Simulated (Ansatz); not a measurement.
# KAg (built on the sites of a database entry of CsAu): a soft mode frozen in, part 2 of 3

Which phase does KAg (built on the sites of a database entry of CsAu) fall into along its unstable mode, and how much energy does it gain?

Ansatz 0.2.0; DFT PBEsol, scalar-relativistic, plane waves, PAW.

So far, highest frequency on the path or at a solved wavevector (cm⁻¹): step 2 (response at finite wavevector) 132. Also lowest frequency on the path (cm⁻¹): step 2 -25.7.

The structure was built from a prototype and need not be the compound's stable phase.

### 6. Relaxing from the distorted cell

Starting from the lowest point found, all atoms and the cell are let go, so that strain and other modes of the same symmetry can join in.

Contents of input.yaml:

```yaml
crystal:
  lattice:
    - [-3.9831655217, 0.0, 0.0]
    - [0.0, -3.9831655217, -3.9831655217]
    - [0.0, -3.9831655217, 3.9831655217]
  atoms:
    - { symbol: K, position: [0.5, 1.0589991935, 0.5] }
    - { symbol: K, position: [0.5, 0.4410008065, 0.0] }
    - { symbol: Ag, position: [0.0, 0.6065142953, 0.5] }
    - { symbol: Ag, position: [0.0, 0.8934857047, 0.0] }
kpoints:
  mp_grid: { grid: [10, 8, 8] }
hamiltonian:
  xc: pbesol
scf:
  occupations: { method: methfessel_paxton, width: 0.15 }
output:
  forces: true
  stress: true
  eigenvalues: true
relax:
  adjacent_minimum: "off"
  f_tol: 0.002
  max_steps: 120
  cell: { stress_tol: 0.03 }
```

On the command line:

```sh
ansatz run input.yaml --threads 4 --pin off --max-ram 7168MiB --backend cpu --events-out ev --progress --plain --runs-dir out
```

Numbers of over 12 decimals in the logs are rounded to 6 here.

The log of the run:

```text
[...]
Crystal: 4 atoms, lattice volume = 126.391 Å³
Basis set: ecut = 420 eV, 2465 PW (Γ), exchange–correlation on 54×80×80 points (8 copies of the dense FFT grid, shifted against one another)
Bands: 34, of which v1, the nominal top of the filled ones, is band 28 counted from 1 (27 counted from 0)
Symmetry: 8 space group operations
[...]
k-points: 150 of 640
[...]
SCF iter   1: F=—  HF=-18075.701847 eV  |F-HF|=—  |Δ(HF+E_count)|=         —  Δρ=3.50e-3  dr2=1.60e-2  ethr=1.77e-3  ⟨swp⟩=6.2  Hψ=19707  notcnv=0
[...]
SCF iter   7: F=-18075.698871 eV  HF=-18075.698871 eV  |F-HF|=5.73e-9  |Δ(HF+E_count)|=   3.30e-9  S|Δr|=    0.00e0  Δρ=4.33e-6  dr2=4.74e-8  ethr=1.79e-10  ⟨swp⟩=8.3  Hψ=21255  notcnv=0
SCF 1 converged in 7 iterations: F = -18075.698871 eV  dr2 = 4.74e-8
[...]
relax step   1: F+E_penalty+E_count = -18075.69887099 eV  Δ(F+E_penalty+E_count) = +0.000e0 eV  max|allowed force component| = 2.098e-2 eV/Å  Δτ_max = 0.0000 Å  P = -0.496 GPa  Ω = 126.391 Å³  (7 SCF iters, dr2 threshold 1.00e-7 eV, accepted)
Crystal: 4 atoms, lattice volume = 124.774 Å³
Basis set: ecut = 420 eV, 2453 PW (Γ), exchange–correlation on 54×80×80 points (8 copies of the dense FFT grid, shifted against one another)
[...]
SCF iter   6: F=-18075.725323 eV  HF=-18075.725323 eV  |F-HF|=3.08e-8  |Δ(HF+E_count)|=   6.13e-7  S|Δr|=    0.00e0  Δρ=1.01e-5  dr2=1.98e-7  ethr=7.14e-10  ⟨swp⟩=3.9  Hψ=20781  notcnv=0
SCF 2 converged in 6 iterations: F = -18075.725323 eV  dr2 = 1.98e-7
relax step   2: F+E_penalty+E_count = -18075.72532264 eV  Δ(F+E_penalty+E_count) = -2.645e-2 eV  max|allowed force component| = 1.792e-2 eV/Å  Δτ_max = 0.0158 Å  P = -0.307 GPa  Ω = 124.774 Å³  energy of the carried Pulay correction = +1.257e-4 eV  (6 SCF iters, dr2 threshold 4.00e-7 eV, accepted)
Crystal: 4 atoms, lattice volume = 121.855 Å³
Basis set: ecut = 420 eV, 2371 PW (Γ), exchange–correlation on 54×80×80 points (8 copies of the dense FFT grid, shifted against one another)
[...]
SCF iter   7: F=-18075.768708 eV  HF=-18075.768708 eV  |F-HF|=3.02e-8  |Δ(HF+E_count)|=   4.90e-8  S|Δr|=    0.00e0  Δρ=7.42e-6  dr2=1.54e-7  ethr=7.14e-10  ⟨swp⟩=5.4  Hψ=20837  notcnv=0
SCF 3 converged in 7 iterations: F = -18075.768708 eV  dr2 = 1.54e-7
relax step   3: F+E_penalty+E_count = -18075.76870823 eV  Δ(F+E_penalty+E_count) = -4.339e-2 eV  max|allowed force component| = 3.288e-2 eV/Å  Δτ_max = 0.0457 Å  P = +0.272 GPa  Ω = 121.855 Å³  energy of the carried Pulay correction = +3.569e-4 eV  (7 SCF iters, dr2 threshold 4.00e-7 eV, accepted)
[... from here on, the SCF cycles and remarks between the steps are left out ...]
relax step   4: F+E_penalty+E_count = -18075.79483293 eV  Δ(F+E_penalty+E_count) = -2.612e-2 eV  max|allowed force component| = 6.826e-2 eV/Å  Δτ_max = 0.0794 Å  P = +0.459 GPa  Ω = 122.653 Å³  energy of the carried Pulay correction = +2.932e-4 eV  (7 SCF iters, dr2 threshold 4.00e-7 eV, accepted)
relax step   5: F+E_penalty+E_count = -18075.80959582 eV  Δ(F+E_penalty+E_count) = -1.476e-2 eV  max|allowed force component| = 3.660e-2 eV/Å  Δτ_max = 0.0466 Å  P = +0.074 GPa  Ω = 127.662 Å³  energy of the carried Pulay correction = -9.778e-5 eV  (7 SCF iters, dr2 threshold 4.00e-7 eV, accepted)
relax step   6: F+E_penalty+E_count = -18075.81673672 eV  Δ(F+E_penalty+E_count) = -7.141e-3 eV  max|allowed force component| = 1.217e-2 eV/Å  Δτ_max = 0.0360 Å  P = -0.025 GPa  Ω = 130.817 Å³  energy of the carried Pulay correction = -3.362e-4 eV  (7 SCF iters, dr2 threshold 1.54e-7 eV, accepted)
relax step   7: F+E_penalty+E_count = -18075.81116000 eV  Δ(F+E_penalty+E_count) = +5.577e-3 eV  max|allowed force component| = 7.709e-2 eV/Å  Δτ_max = 0.0468 Å  P = +0.414 GPa  Ω = 132.258 Å³  energy of the carried Pulay correction = -4.431e-4 eV  (7 SCF iters, dr2 threshold 6.02e-8 eV, rejected (line search))
relax step   8: F+E_penalty+E_count = -18075.81802993 eV  Δ(F+E_penalty+E_count) = -1.293e-3 eV  max|allowed force component| = 1.184e-2 eV/Å  Δτ_max = 0.0233 Å  P = -0.005 GPa  Ω = 132.076 Å³  energy of the carried Pulay correction = -4.296e-4 eV  (9 SCF iters, accepted)
relax step   9: F+E_penalty+E_count = -18075.81814355 eV  Δ(F+E_penalty+E_count) = -1.136e-4 eV  max|allowed force component| = 3.589e-3 eV/Å  Δτ_max = 0.0104 Å  P = -0.016 GPa  Ω = 132.669 Å³  energy of the carried Pulay correction = -4.734e-4 eV  (7 SCF iters, dr2 threshold 8.76e-9 eV, accepted)
relax step  10: F+E_penalty+E_count = -18075.81816934 eV  Δ(F+E_penalty+E_count) = -2.579e-5 eV  max|allowed force component| = 2.494e-4 eV/Å  Δτ_max = 0.0010 Å  P = +0.001 GPa  Ω = 132.544 Å³  energy of the carried Pulay correction = -4.642e-4 eV  (6 SCF iters, dr2 threshold 8.05e-10 eV, accepted)
relax step  11: F+E_penalty+E_count = -18075.82072447 eV  Δ(F+E_penalty+E_count) = -2.555e-3 eV  max|allowed force component| = 2.468e-4 eV/Å  Δτ_max = 0.0000 Å  P = +0.059 GPa  Ω = 132.544 Å³  stress off target by 1.21e-1 GPa  SCF on the basis re-selected at this cell (its energy is not comparable with the rows above)  (8 SCF iters)
relax step  12: F+E_penalty+E_count = -18075.82149631 eV  Δ(F+E_penalty+E_count) = -7.718e-4 eV  max|allowed force component| = 8.612e-4 eV/Å  Δτ_max = 0.0092 Å  P = +0.036 GPa  Ω = 133.676 Å³  energy of the carried Pulay correction = -8.345e-5 eV  (7 SCF iters, dr2 threshold 3.66e-8 eV, accepted)
relax step  13: F+E_penalty+E_count = -18075.82213948 eV  Δ(F+E_penalty+E_count) = -6.432e-4 eV  max|allowed force component| = 2.215e-3 eV/Å  Δτ_max = 0.0194 Å  P = +0.018 GPa  Ω = 136.083 Å³  energy of the carried Pulay correction = -2.791e-4 eV  (7 SCF iters, dr2 threshold 1.55e-8 eV, accepted)
relax step  14: F+E_penalty+E_count = -18075.82212307 eV  Δ(F+E_penalty+E_count) = +1.641e-5 eV  max|allowed force component| = 8.050e-4 eV/Å  Δτ_max = 0.0040 Å  P = -0.006 GPa  Ω = 136.634 Å³  energy of the carried Pulay correction = -3.282e-4 eV  (8 SCF iters, dr2 threshold 3.07e-10 eV, accepted)
[...]
SCF iter   6: F=-18075.822351 eV  HF=-18075.822351 eV  |F-HF|=7.28e-12  |Δ(HF+E_count)|=  7.28e-12  S|Δr|=    0.00e0  Δρ=7.50e-8  dr2=8.94e-12  ethr=1.00e-12  ⟨swp⟩=4.4  Hψ=25165  notcnv=0
SCF 15 converged in 6 iterations: F = -18075.822351 eV  dr2 = 8.94e-12
relax step  15: F+E_penalty+E_count = -18075.82235133 eV  Δ(F+E_penalty+E_count) = -2.283e-4 eV  max|allowed force component| = 7.941e-4 eV/Å  Δτ_max = 0.0000 Å  P = -0.012 GPa  Ω = 136.634 Å³  stress off target by 1.54e-2 GPa  SCF on the basis re-selected at this cell (its energy is not comparable with the rows above)  (6 SCF iters)
[...]
SCF converged after 6 iterations
[...]
Free energy (F): -18075.822351 eV
[...]
Internal energy: -18075.823334 eV  (E = F + TS)
E sigma→0 (E₀):  -18075.822597 eV
Entropy (-TS):   0.000983 eV (0.246 meV/atom)
Fermi energy:    6.230687 eV
[...]
--- Forces (eV/Å), atoms counted from 1 ---
  atom   1  K      0.00000000    -0.00031802    -0.00031802
  atom   2  K      0.00000000     0.00031802     0.00031802
  atom   3  Ag     0.00000000    -0.00079405    -0.00079405
  atom   4  Ag     0.00000000     0.00079405     0.00079405
  max |Σ_I F_I| component: 0.00e0 eV/Å
--- Stress (GPa, compression-positive) ---
       -0.011938       0.000000       0.000000
        0.000000      -0.011986       0.003421
        0.000000       0.003421      -0.011986
  P = ⅓ Tr σ = -0.0120 GPa (-0.120 kbar)
--- Band table (eV; the first three rows and the last of 150) ---
  k-point 0: bands = [... 24 lower, 2.5289, 2.5701, 2.6679, 5.8863, 7.2121, 8.5626, 9.6454, 9.8968, ... 2 higher]
  k-point 1: bands = [... 24 lower, 2.4481, 2.6652, 2.7154, 5.9402, 7.2787, 7.8245, 9.9226, 9.9416, ... 2 higher]
  k-point 2: bands = [... 24 lower, 2.6230, 2.6457, 2.8573, 5.7747, 7.1593, 7.4742, 9.6302, 9.8674, ... 2 higher]
  k-point 149: bands = [... 24 lower, 2.8612, 2.8612, 5.0898, 5.0898, 7.6866, 7.6866, 7.7194, 7.7194, ... 2 higher]
--- Relaxed structure (13 steps of the walk, 12 accepted, 2 SCFs on fresh bases) ---
  F+E_penalty+E_count = -18075.82235133 eV   max|allowed force component| = 7.941e-4 eV/Å   (the final SCF, on the basis selected at the relaxed cell)
  cell:  # Å, volume = 136.6344 Å³
    - [-4.319292, 0, 0]
    - [0, -4.577293, -4.577293]
    - [0, -3.455483, 3.455483]
  atoms:
    - { symbol: K, position: [0.5, 1.031525, 0.5] }
    - { symbol: K, position: [0.5, 0.468475, 0.0] }
    - { symbol: Ag, position: [0, 0.644760, 0.500000] }
    - { symbol: Ag, position: [0, 0.855240, 0.0] }
```

Wall time 2.4 min (4 threads of Arm Neoverse V2, shared host); peak memory 0.79 GiB.

The steps of the relaxation:

```
step  energy less that of the first step (eV)  largest force component (eV/Å)  pressure (GPa)  volume (Å³)
   1                                   0.0000                          0.0210           -0.50       126.39
   2                                  -0.0265                          0.0179           -0.31       124.77
   3                                  -0.0698                          0.0329            0.27       121.85
   4                                  -0.0960                          0.0683            0.46       122.65
   5                                  -0.1107                          0.0366            0.07       127.66
   6                                  -0.1179                          0.0122           -0.03       130.82
   7                                  -0.1123                          0.0771            0.41       132.26
   8                                  -0.1192                          0.0118            0.00       132.08
   9                                  -0.1193                          0.0036           -0.02       132.67
  10                                  -0.1193                          0.0002            0.00       132.54
 11*                                  -0.1219                          0.0002            0.06       132.54
  12                                  -0.1226                          0.0009            0.04       133.68
  13                                  -0.1233                          0.0022            0.02       136.08
  14                                  -0.1233                          0.0008           -0.01       136.63
 15*                                  -0.1235                          0.0008           -0.01       136.63
```

Relaxation steps marked * repeat the geometry before them on a plane-wave basis chosen anew for their cell, so energy and pressure can jump there. Relaxation step 7 was tried and not accepted.

Forces are held to the 8 operations that the run works with; a distortion that breaks them can't arise in this run.

```
     cell as run  before  after   change
           a (Å)   3.983  4.319   +8.4 %
           b (Å)   5.633  6.473  +14.9 %
           c (Å)   5.633  4.887  -13.2 %
volume (Å³/atom)   31.60  34.16   +8.1 %
```

The atoms that moved most (Å, as changes of fractional coordinates times the final cell):

```
atom     dx      dy      dz  length
 Ag4  0.000   0.175   0.175   0.248
 Ag3  0.000  -0.175  -0.175   0.248
  K1  0.000   0.126   0.126   0.178
  K2  0.000  -0.126  -0.126   0.178
```

Numbers from this step:

- pressure: -0.01197 GPa
- volume per atom: 34.16 Å³

The distorted start has space group Pmma; the relaxation ends in Pmma.

### 7. The new phase in its own primitive cell

The relaxed structure is symmetrised, reduced to its primitive cell and relaxed tightly, as its phonons need.

input.yaml, the sections that differ from step 6:

```yaml
crystal:
  lattice:
    - [4.8867913519, 0.0, 0.0]
    - [0.0, 4.3192916063, 0.0]
    - [0.0, 0.0, 6.4732699706]
  atoms:
    - { symbol: K, position: [0.25, 0.5, 0.7815250104] }
    - { symbol: K, position: [0.75, 0.5, 0.2184749896] }
    - { symbol: Ag, position: [0.25, 0.0, 0.3947595468] }
    - { symbol: Ag, position: [0.75, 0.0, 0.6052404532] }
kpoints:
  mp_grid: { grid: [8, 8, 6] }
relax:
  adjacent_minimum: "off"
  f_tol: 0.001
  max_steps: 60
  cell: { stress_tol: 0.01 }
# hamiltonian, scf, output: as in step 6
```

The log of the run:

```text
[...]
Crystal: 4 atoms, lattice volume = 136.634 Å³
Basis set: ecut = 420 eV, 2675 PW (Γ), exchange–correlation on 72×60×90 points (8 copies of the dense FFT grid, shifted against one another)
Bands: 34, of which v1, the nominal top of the filled ones, is band 28 counted from 1 (27 counted from 0)
Symmetry: 8 space group operations
[...]
k-points: 100 of 384
[...]
--- Relaxed structure (8 steps of the walk, 7 accepted, 1 SCFs on fresh bases) ---
[...]
cell:  # Å, volume = 137.5368 Å³
    - [4.874775, 0.0, 0.0]
    - [0.0, 4.313659, 0.0]
    - [0.0, 0.0, 6.540613]
  atoms:
    - { symbol: K, position: [0.25, 0.5, 0.780364] }
    - { symbol: K, position: [0.75, 0.5, 0.219636] }
    - { symbol: Ag, position: [0.25, 0.0, 0.396438] }
    - { symbol: Ag, position: [0.75, 0.0, 0.603562] }
[key lines of the parts left out:]
SCF converged after 6 iterations
Free energy (F): -18075.822680 eV
Fermi energy:    6.172119 eV
P = ⅓ Tr σ = -0.0001 GPa (-0.001 kbar)
```

It took 56 s on 4 threads; peak memory 0.67 GiB.

The steps of the relaxation:

```
step  energy less that of the first step (eV)  largest force component (eV/Å)  pressure (GPa)  volume (Å³)
   1                                   0.0000                          0.0049           -0.01       136.63
   2                                  -0.0001                          0.0026            0.00       136.62
   3                                  -0.0001                          0.0020            0.01       136.67
   4                                  -0.0001                          0.0053            0.00       136.96
   5                                  -0.0001                          0.0073            0.02       137.20
   6                                  -0.0002                          0.0024            0.00       137.18
   7                                  -0.0002                          0.0002            0.00       137.35
   8                                  -0.0001                          0.0001            0.00       137.54
  9*                                  -0.0002                          0.0001            0.00       137.54
```

Relaxation steps marked * repeat the geometry before them on a plane-wave basis chosen anew for their cell, so energy and pressure can jump there. Relaxation step 5 was tried and not accepted.

Forces are held to the 8 operations that the run works with; a distortion that breaks them can't arise in this run.

```
conventional cell, symmetrised  before  after  change
                         a (Å)   4.887  4.875  -0.2 %
                         b (Å)   4.319  4.314  -0.1 %
                         c (Å)   6.473  6.541  +1.0 %
              volume (Å³/atom)   34.16  34.38  +0.7 %
```

The atoms that moved most (Å, as changes of fractional coordinates times the final cell):

```
atom     dx     dy      dz  length
 Ag3  0.000  0.000   0.011   0.011
 Ag4  0.000  0.000  -0.011   0.011
  K1  0.000  0.000  -0.008   0.008
  K2  0.000  0.000   0.008   0.008
```

The relaxed structure:

```xyz
4
Lattice="4.8748 0.0000 0.0000 0.0000 4.3137 0.0000 0.0000 0.0000 6.5406" Properties=species:S:1:pos:R:3 pbc="T T T"
K     1.2187    2.1568    5.1041
K     3.6561    2.1568    1.4366
Ag    1.2187    0.0000    2.5929
Ag    3.6561    0.0000    3.9477
```

This step gave:

```yaml
pressure: -7.31e-5 GPa
volume_per_atom: 34.38 Å³
```

The largest force component left is 0.11 meV/Å and the pressure is 0.000 GPa, within the tolerances set. The cell now holds 34.38 Å³/atom.

[end of part 2 of 3]

[Logs are printed without paths, hosts, clocks, repeated set-up lines and the standing remarks that a program may print on its own settings, such as how far it seeks lower states.]

[Hosts, paths, dates, database ids (printed as entryN), source tags and the programs' standing remarks are cut or masked in the printed files.]
